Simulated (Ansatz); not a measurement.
# Sensitivity of the G0W0 gap of Zn3Sb4O6F6 (I-43m)

Aim: change settings of a G0W0 run on Zn3Sb4O6F6 (I-43m) and see what moves.

Calculated with Ansatz 0.2.0; G0W0 on PBE, plane waves, PAW; PAW set soft_1.

### 1. The starting structure

It takes space group I-43m (No. 217, cubic). The conventional cell has a = 8.129 Å, b = 8.129 Å, c = 8.129 Å, α = 90.00°, β = 90.00°, γ = 90.00°. Nearest to Zn lie 2 O at 2.02 Å and 4 F at 2.03 Å. Nearest to Sb lie 3 O at 2.01 Å. Nearest to O lie 2 Sb at 2.01 Å and 1 Zn at 2.02 Å. Nearest to F lie 2 Zn at 2.03 Å. Farther neighbours and most contacts between anions are not listed.

Geometry: measured cell, ions relaxed with PBE. The runs that relaxed it are not among those shown. Spin-orbit coupling is left out unless a step names it.

### 2. The base run: 2×2×2 mesh, 469 empty bands, screening to 84 eV, PAW set soft_1 files

Now the one-shot GW correction: screening in the RPA, then the self-energy of the levels asked for. This step takes PAW set soft_1 files.

The input, input.yaml:

```yaml
crystal:
  lattice:
    - [-4.06455, 4.06455, 4.06455]
    - [4.06455, -4.06455, 4.06455]
    - [4.06455, 4.06455, -4.06455]
  atoms:
    - { symbol: Zn, position: [0.0, 0.5, 0.5] }
    - { symbol: Zn, position: [0.5, 0.0, 0.5] }
    - { symbol: Zn, position: [0.5, 0.5, 0.0] }
    - { symbol: Sb, position: [0.3263421628, 0.0, 0.0] }
    - { symbol: Sb, position: [0.0, 0.0, 0.3263421628] }
    - { symbol: Sb, position: [0.0, 0.3263421628, 0.0] }
    - { symbol: Sb, position: [0.6736578372, 0.6736578372, 0.6736578372] }
    - { symbol: O, position: [0.0, 0.7488176488, 0.7488176488] }
    - { symbol: O, position: [0.2511823512, 0.0, 0.2511823512] }
    - { symbol: O, position: [0.0, 0.2511823512, 0.2511823512] }
    - { symbol: O, position: [0.7488176488, 0.0, 0.7488176488] }
    - { symbol: O, position: [0.2511823512, 0.2511823512, 0.0] }
    - { symbol: O, position: [0.7488176488, 0.7488176488, 0.0] }
    - { symbol: F, position: [0.25, 0.75, 0.5] }
    - { symbol: F, position: [0.75, 0.25, 0.5] }
    - { symbol: F, position: [0.5, 0.25, 0.75] }
    - { symbol: F, position: [0.5, 0.75, 0.25] }
    - { symbol: F, position: [0.75, 0.5, 0.25] }
    - { symbol: F, position: [0.25, 0.5, 0.75] }
kpoints:
  mp_grid: { grid: [2, 2, 2] }
hamiltonian:
  xc: pbe
  pseudopotentials: { kind: paw, azcp: { folder: soft_1 } }
scf:
  occupations: { method: fixed }
gw:
  n_empty_bands: 469
  ecut_chi: 84
  qp_bands: [v4, c4]
  qp_kpoints: band_edges
  screening: { model: contour_deformation }
```

Command:

```console
$ ansatz run input.yaml --threads 2 --pin off --max-ram 92160MiB --backend cuda --events-out ev --progress --plain --runs-dir out --devices 1 --max-vram 13GiB
```

Numbers of over 12 decimals in the logs are rounded to 6 here.

Output:

```text
GPUs: using 1 of 1 available (devices: 1).
Engine: ansatz 0.2.0, x86_64-unknown-linux-gnu
Pseudopotentials: kind: paw
Pseudopotential: Zn, paw, valence charge 12, recommended cutoff 420 eV (normal), soft_1/Zn.paw.azcp
Pseudopotential: Sb, paw, valence charge 15, recommended cutoff 420 eV (normal), soft_1/Sb.paw.azcp
Pseudopotential: O, paw, valence charge 6, recommended cutoff 420 eV (normal), soft_1/O.paw.azcp
Pseudopotential: F, paw, valence charge 7, recommended cutoff 420 eV (normal), soft_1/F.paw.azcp
Functional definition: PBE
  parameter kappa = 0.804
  parameter beta = 0.066725
  exchange = pbe_x(kappa = kappa, mu = beta*pi^2/3)
  correlation = pbe_c(beta = beta)
device memory: the entry about to start is reckoned to put 3.3 GiB on a device that reports 33.8 GiB free (of which the cap on the GPU budget leaves the run 13.0 GiB)
GPU FFT provider: cuFFT
GPU libraries: cuBLAS 13.8.2, cuFFT 12.4.0, cuSOLVER 12.3.4
Crystal: 19 atoms, lattice volume = 268.595 Å³
Basis set: ecut = 420 eV, 5281 PW (Γ)
Bands: 106, of which v1, the nominal top of the filled ones, is band 87 counted from 1 (86 counted from 0)
Symmetry: 24 space group operations
Space group: I-43m (ITA 217), of the structure as read, at distance tolerance 6.5e-5 Å
k-points: 3 of 8
Non-local potential: Zn, projectors of the file, l = 0: 2, l = 1: 2, l = 2: 3, l = 3: 1
Non-local potential: Sb, projectors of the file, l = 0: 2, l = 1: 2, l = 2: 2, l = 3: 1
Non-local potential: O, projectors of the file, l = 0: 2, l = 1: 2, l = 2: 1
Non-local potential: F, projectors of the file, l = 0: 2, l = 1: 2, l = 2: 1
PAW form: soft (Blöchl's): semilocal exchange-correlation on the pseudo side does not see the compensation charge
PAW one-centre angular grid: Zn, 590 points (default); XC on 64 Gauss nodes
PAW one-centre angular grid: Sb, 590 points (default); XC on 64 Gauss nodes
PAW one-centre angular grid: O, 110 points (default); XC on 64 Gauss nodes
PAW one-centre angular grid: F, 110 points (default); XC on 64 Gauss nodes
Initial density: superposition of atomic densities (chi_scale 0.1, normalization cell, long waves kept (reshape's long-wave potential 0.30 eV rms))
Initial wavefunctions: pseudopotential atomic-orbital guess
GPU buffer pool allocated for 110592 grid points (all kernels)
GPU transforms: local potential and band sums: pruned to the plane-wave sphere, on 48×48×48
Functional: x = pbe(κ = 0.804, μ = 0.219515), c = pbe(β = 0.066725)
SCF iter   1: F=—  HF=-44169.851060 eV  |F-HF|=—  |Δ(HF+E_count)|=         —  Δρ=1.78e-1  dr2=7.45e1  ethr=3.10e-3  ⟨swp⟩=4.0  Hψ=1169  notcnv=0  defer=48
preconditioner: auto → Resta (q_TF=auto, 2.538 Å⁻¹)  ε∞=4.9  [insulator: Δε(μ)=0.823 eV  Ē_g=13.299 eV  n_scr=78 (ndim 8)  ℏωp=26.2 eV  f_vac=0.021  ε∞_Penn≈4.9]
[...]
NSCF: frozen V_eff on 3 k-points
G₀W₀ screening: q 1/3
[... further progress lines ...]
device memory: the entry about to start is reckoned to put 1.4 GiB on a device that reports 31.5 GiB free (of which the cap on the GPU budget leaves the run 13.0 GiB)
NSCF: frozen V_eff on 1 k-points
SCF converged after 12 iterations
Free energy (F): -44152.184320 eV
Harris-Foulkes:  -44152.184320 eV  (|F-HF|=1.51e-8)
Internal energy: -44152.184320 eV  (E = F + TS)
E sigma→0 (E₀):  -44152.184320 eV
Fermi energy:    6.305257 eV
--- Per-component energies (eV) ---
  E_band       = -859.341994
  E_kinetic    = 3287.684447
  E_local      = -18301.289685  (includes V_loc(G=0)·N_el)
  E_nonlocal   = 4882.901552
  E_hartree    = 7158.159691
  E_xc         = -1520.437575
  E_vxc        = -1653.792039  (∫ρ·V_xc dr)
  E_paw        = -26080.185051  (= ΣΔE_a)
  E_vpaw       = -3391.175910  (= ΣTr[D̂ρ^β])
  E_aug_tail   = 0.008720  (compensation charges beyond the density's cutoff)
  E_ewald      = -13579.026419
  E_smearing   = -0.000000  (= −TS)
  E_closure    = 0.000000  (closes the sum)
  Σ components = -44152.184320   (vs F -44152.184320, Δ=0.00e0)
--- Band table (eV) ---
  k-point 0: bands = [... 83 lower, 5.6345, 6.1514, 6.3053, 6.3053, 10.3949, 10.3949, 11.0758, 11.0758, ... 15 higher]
  k-point 1: bands = [... 83 lower, 5.6198, 5.6897, 5.7232, 6.0594, 10.0487, 10.3422, 10.6869, 10.9953, ... 15 higher]
  k-point 2: bands = [... 83 lower, 5.7893, 5.7893, 6.2542, 6.2542, 9.1250, 9.1250, 11.3705, 11.5183, ... 15 higher]
--- G₀W₀: contour deformation, 6 samples at zero and on the imaginary axis and 1 off it, 8 q-points, 469 empty bands' worth ---
  eigenvalues of the whole cell's RPA ε∞ on this k-mesh (on a slab, of 1 + 4πα/V) = 3.6438, 3.6438, 3.6438; static W/v taken at q = 0 is 0.274442
  bands read: the sum over 556 bands ends inside a degenerate multiplet in 1 slot, whose members it reads at an even weight; the widest, k=0: bands 556 to 558 (counted from 1) at 1/3 each
  gw.qp_kpoints: band_edges: 3 of 3 stored k-points solved, in 1 pass; an edge of the gap read off the rows below is read off those points alone
    ik  band        ε_KS         Σx   Σc(E_QP)       V_xc       Z   E_QP_lin       E_QP  E_QP is
     0    84      5.6345   -23.6868     3.1479   -19.6268  0.7805     4.7111     4.7224  root
     0    85      6.1514   -42.8201     6.9153   -34.0647  0.7626     4.2504     4.3113  root
     0    86      6.3053   -38.2524     6.1127   -30.6561  0.7653     4.7866     4.8216  root
     0    87      6.3053   -38.2524     6.1127   -30.6561  0.7653     4.7866     4.8216  root
     0    88     10.3949    -8.9451    -3.8643   -13.7184  0.8157    11.3140    11.3038  root
     0    89     10.3949    -8.9451    -3.8643   -13.7184  0.8157    11.3140    11.3038  root
     0    90     11.0758   -11.4063    -3.4033   -15.8095  0.8052    12.0881    12.0756  root
     0    91     11.0758   -11.4063    -3.4033   -15.8095  0.8052    12.0881    12.0756  root
[...]
2    88      9.1250    -9.2243    -3.3926   -13.3215  0.8235     9.8344     9.8296  root
     2    89      9.1250    -9.2243    -3.3926   -13.3215  0.8235     9.8344     9.8296  root
     2    90     11.3705   -10.1877    -3.4561   -14.4910  0.8161    12.2256    12.2176  root
     2    91     11.5183   -10.6110    -3.8180   -15.4724  0.8045    12.5773    12.5616  root
```

It took 11 s on 1 × NVIDIA H100 80GB HBM3 (shared by 6 runs) with 2 threads of AMD EPYC 7R13 (Zen 3), shared host; peak memory 1.5 GiB; 13 s of CPU time.

This step gave:

```
bands summed                                 : 556
RPA ε∞ on this mesh (eigenvalues)            : 3.644, 3.644, 3.644
plane waves in the screening matrix          : 459
q-points in the mesh                         : 8
G0W0 gap on the mesh                         : 4.818 eV
k of the valence top                         : -0.5, -0.5, -0.5
k of the conduction bottom                   : -0.5, -0.5, -0.5
starting gap on the mesh                     : 2.820 eV
Z at the valence top                         : 0.7794
Z at the conduction bottom                   : 0.8235
least direct G0W0 gap on the computed points : 4.818 eV
```

The gap on the mesh goes from 2.82 eV to 4.82 eV, a correction of +2.00 eV, though a band edge has moved to another state.

### 3. Variant: accuracy level

Edit input.yaml of step 2 so:

```diff
@@ -33,4 +33,4 @@
 gw:
-  n_empty_bands: 469
-  ecut_chi: 84
+  n_empty_bands: 609
+  ecut_chi: 100
   qp_bands: [v4, c4]
@@ -38 +38,2 @@
   screening: { model: contour_deformation }
+accuracy: high
```

Output:

```text
GPUs: using 1 of 1 available (devices: 1).
[...]
GPU FFT provider: cuFFT
GPU libraries: cuBLAS 13.8.2, cuFFT 12.4.0, cuSOLVER 12.3.4
Crystal: 19 atoms, lattice volume = 268.595 Å³
Basis set: ecut = 420 eV, 5281 PW (Γ)
Bands: 106, of which v1, the nominal top of the filled ones, is band 87 counted from 1 (86 counted from 0)
Symmetry: 24 space group operations
[...]
k-points: 3 of 8
[...]
GPU buffer pool allocated for 157464 grid points (all kernels)
[...]
SCF iter   1: F=—  HF=-44169.851083 eV  |F-HF|=—  |Δ(HF+E_count)|=         —  Δρ=1.78e-1  dr2=7.45e1  ethr=3.10e-3  ⟨swp⟩=4.0  Hψ=1169  notcnv=0  defer=48
[...]
SCF iter  12: F=-44152.184290 eV  HF=-44152.184290 eV  |F-HF|=1.52e-8  |Δ(HF+E_count)|=   1.16e-7  Δρ=1.86e-6  dr2=1.17e-8  ethr=5.75e-11  ⟨swp⟩=13.7  Hψ=1457  notcnv=0
SCF 1 converged in 12 iterations: F = -44152.184290 eV  dr2 = 1.17e-8
[...]
NSCF: frozen V_eff on 3 k-points
[...]
G₀W₀ screening: q 1/3
[... further progress lines ...]
[...]
SCF converged after 12 iterations
Free energy (F): -44152.184290 eV
[...]
Internal energy: -44152.184290 eV  (E = F + TS)
E sigma→0 (E₀):  -44152.184290 eV
Fermi energy:    6.305259 eV
[...]
--- Band table (eV) ---
  k-point 0: bands = [... 83 lower, 5.6345, 6.1514, 6.3053, 6.3053, 10.3949, 10.3949, 11.0758, 11.0758, ... 15 higher]
  k-point 1: bands = [... 83 lower, 5.6198, 5.6897, 5.7232, 6.0594, 10.0487, 10.3422, 10.6869, 10.9953, ... 15 higher]
  k-point 2: bands = [... 83 lower, 5.7893, 5.7893, 6.2543, 6.2543, 9.1250, 9.1250, 11.3704, 11.5183, ... 15 higher]
[...]
0    84      5.6345   -23.6868     3.0850   -19.6268  0.7793     4.6466     4.6595  root
     0    85      6.1514   -42.8202     6.9861   -34.0647  0.7608     4.3279     4.3821  root
     0    86      6.3053   -38.2524     6.1414   -30.6561  0.7635     4.8173     4.8503  root
     0    87      6.3053   -38.2524     6.1414   -30.6561  0.7635     4.8173     4.8503  root
     0    88     10.3949    -8.9451    -3.9344   -13.7184  0.8153    11.2422    11.2337  root
     0    89     10.3949    -8.9451    -3.9344   -13.7184  0.8153    11.2422    11.2337  root
     0    90     11.0758   -11.4063    -3.4656   -15.8095  0.8043    12.0242    12.0134  root
     0    91     11.0758   -11.4063    -3.4656   -15.8095  0.8043    12.0242    12.0134  root
[...]
2    88      9.1250    -9.2243    -3.4438   -13.3215  0.8229     9.7824     9.7784  root
     2    89      9.1250    -9.2243    -3.4438   -13.3215  0.8229     9.7824     9.7784  root
     2    90     11.3704   -10.1877    -3.5054   -14.4909  0.8151    12.1753    12.1682  root
     2    91     11.5183   -10.6110    -3.8882   -15.4724  0.8038    12.5050    12.4914  root
```

Run time: 15 s. Hardware: 1 × NVIDIA H100 80GB HBM3 (shared by 6 runs) with 2 threads; peak memory 1.6 GiB; 11 s of CPU time.

The G0W0 gap on the mesh is 4.840 eV.

Against the base:

```
              setting  base  variant
          empty bands   469      609
screening cutoff (eV)    84      100
             accuracy     -     high
```

```
                                    quantity  variant   base
                    starting gap on the mesh    2.820  2.820
                        G0W0 gap on the mesh    4.840  4.818
least direct G0W0 gap on the computed points    4.840  4.818
                        Z at the valence top    0.778  0.779
                  Z at the conduction bottom    0.823  0.823
```

### 4. Variant: norm-conserving files, smooth pair densities

This step: G0W0 on PBE, plane waves, norm-conserving pseudopotentials.

Edit input.yaml of step 3 so:

```diff
@@ -29,3 +29,3 @@
   xc: pbe
-  pseudopotentials: { kind: paw, azcp: { folder: soft_1 } }
+  pseudopotentials: { kind: nc }
 scf:
@@ -33,4 +33,4 @@
 gw:
-  n_empty_bands: 609
-  ecut_chi: 100
+  n_empty_bands: 436
+  ecut_chi: 80
   qp_bands: [v4, c4]
@@ -38,2 +38,2 @@
   screening: { model: contour_deformation }
-accuracy: high
+  pair_densities: pseudo
```

Output:

```text
GPUs: using 1 of 1 available (devices: 1).
[...]
GPU FFT provider: cuFFT
GPU libraries: cuBLAS 13.8.2, cuFFT 12.4.0, cuSOLVER 12.3.4
Crystal: 19 atoms, lattice volume = 268.595 Å³
Basis set: ecut = 1320 eV, 29101 PW (Γ)
Bands: 119, of which v1, the nominal top of the filled ones, is band 99 counted from 1 (98 counted from 0)
Symmetry: 24 space group operations
[...]
k-points: 3 of 8
[...]
GPU buffer pool allocated for 729000 grid points (all kernels)
[...]
SCF iter   1: F=—  HF=-33877.462474 eV  |F-HF|=—  |Δ(HF+E_count)|=         —  Δρ=2.18e-1  dr2=9.78e1  ethr=3.10e-3  ⟨swp⟩=4.3  Hψ=1274  notcnv=0  defer=53
[...]
SCF iter  10: F=-33849.116913 eV  HF=-33849.116913 eV  |F-HF|=1.90e-9  |Δ(HF+E_count)|=   6.56e-7  Δρ=4.07e-6  dr2=2.66e-8  ethr=5.05e-11  ⟨swp⟩=13.3  Hψ=1724  notcnv=0
SCF 1 converged in 10 iterations: F = -33849.116913 eV  dr2 = 2.66e-8
[...]
G₀W₀ screening: q 1/3
[... further progress lines ...]
[...]
SCF converged after 10 iterations
Free energy (F): -33849.116913 eV
[...]
Internal energy: -33849.116913 eV  (E = F + TS)
E sigma→0 (E₀):  -33849.116913 eV
Fermi energy:    6.999106 eV
[...]
--- Band table (eV) ---
  k-point 0: bands = [... 95 lower, 6.4035, 6.8382, 6.9991, 6.9991, 11.1376, 11.1376, 11.8197, 11.8197, ... 16 higher]
  k-point 1: bands = [... 95 lower, 6.3237, 6.4301, 6.4862, 6.7540, 10.7969, 11.0885, 11.4310, 11.7354, ... 16 higher]
  k-point 2: bands = [... 95 lower, 6.5614, 6.5614, 6.9458, 6.9458, 9.8743, 9.8743, 12.1147, 12.2564, ... 16 higher]
[...]
0    96      6.4035   -22.0969     3.2704   -17.7242  0.7809     5.2841     5.3012  root
     0    97      6.8382   -37.2683     6.3246   -29.5814  0.7690     5.4449     5.4758  root
     0    98      6.9991   -33.4821     5.6390   -26.7960  0.7706     5.9357     5.9521  root
     0    99      6.9991   -33.4821     5.6390   -26.7960  0.7706     5.9357     5.9521  root
     0   100     11.1376    -7.8027    -3.3794   -11.6462  0.8152    11.6042    11.6017  root
     0   101     11.1376    -7.8027    -3.3794   -11.6462  0.8152    11.6042    11.6017  root
     0   102     11.8197   -10.2111    -3.0733   -13.9787  0.8050    12.5198    12.5140  root
     0   103     11.8197   -10.2111    -3.0733   -13.9787  0.8050    12.5198    12.5140  root
[...]
2   100      9.8743    -8.1305    -3.0501   -11.5487  0.8232    10.2437    10.2424  root
     2   101      9.8743    -8.1305    -3.0501   -11.5487  0.8232    10.2437    10.2424  root
     2   102     12.1147    -9.0357    -3.3201   -13.0161  0.8161    12.7798    12.7751  root
     2   103     12.2564    -9.3188    -3.4005   -13.3733  0.8042    12.9161    12.9104  root
```

Elapsed: 18 s, on 1 × NVIDIA H100 80GB HBM3 (shared by 6 runs) with 2 threads; peak memory 2.8 GiB.

The G0W0 gap on the mesh is 4.290 eV.

Against the base:

```
              setting            base          variant
                files  PAW set soft_1  norm-conserving
          empty bands             469              436
screening cutoff (eV)              84               80
       pair densities               -           pseudo
```

```
                                    quantity  variant   base
                    starting gap on the mesh    2.875  2.820
                        G0W0 gap on the mesh    4.290  4.818
least direct G0W0 gap on the computed points    4.455  4.818
                        Z at the valence top    0.771  0.779
                  Z at the conduction bottom    0.823  0.823
```

### 5. Outcome

* base: 4.82 eV, 11 s
* accuracy level: 4.84 eV, 15 s
* norm-conserving files, smooth pair densities: 4.29 eV, 18 s

Accuracy level: the gap moves by +0.02 eV. The variant differs from the base in empty bands, screening cutoff and accuracy together, so the change can't be laid to one of them. Norm-conserving files, smooth pair densities: the gap moves by −0.53 eV (the plane-wave cutoff goes from 420 to 1320 eV). The variant differs from the base in files, empty bands, screening cutoff and pair densities together, so the change can't be laid to one of them. All runs here use a coarse mesh and modest cutoffs; they test settings and are not final values. The 2×2×2 mesh is coarse for this cell (its supercell is 14 Å along the shortest edge). The RPA ε∞ on it, from the PBE start, is 3.64; such meshes misread the long-range screening, most where the gap is narrow. A d shell, filled or nearly so, lies near the gap. One-shot GW converges very slowly in bands there, not always from below, and on a semilocal start the gap tends to come out low; starts rich in exact exchange can overshoot instead. The many-body steps are scalar-relativistic: spin-orbit coupling is not in them.

[Paths, hosts, dates, memory and timing lines, banners, echoed tables and standing remarks are left out of the program output.]

[Logs are printed without paths, hosts, clocks, repeated set-up lines and the standing remarks that a program may print on its own settings, such as how far it seeks lower states.]

[Runs of the session that timed out or met a known fault of the program may be left out.]

[Cells called generated may have been cut or substituted from an entry of the Crystallography Open Database or the Materials Project.]

[Hosts, paths, dates, database ids (printed as entryN), source tags and the programs' standing remarks are cut or masked in the printed files.]
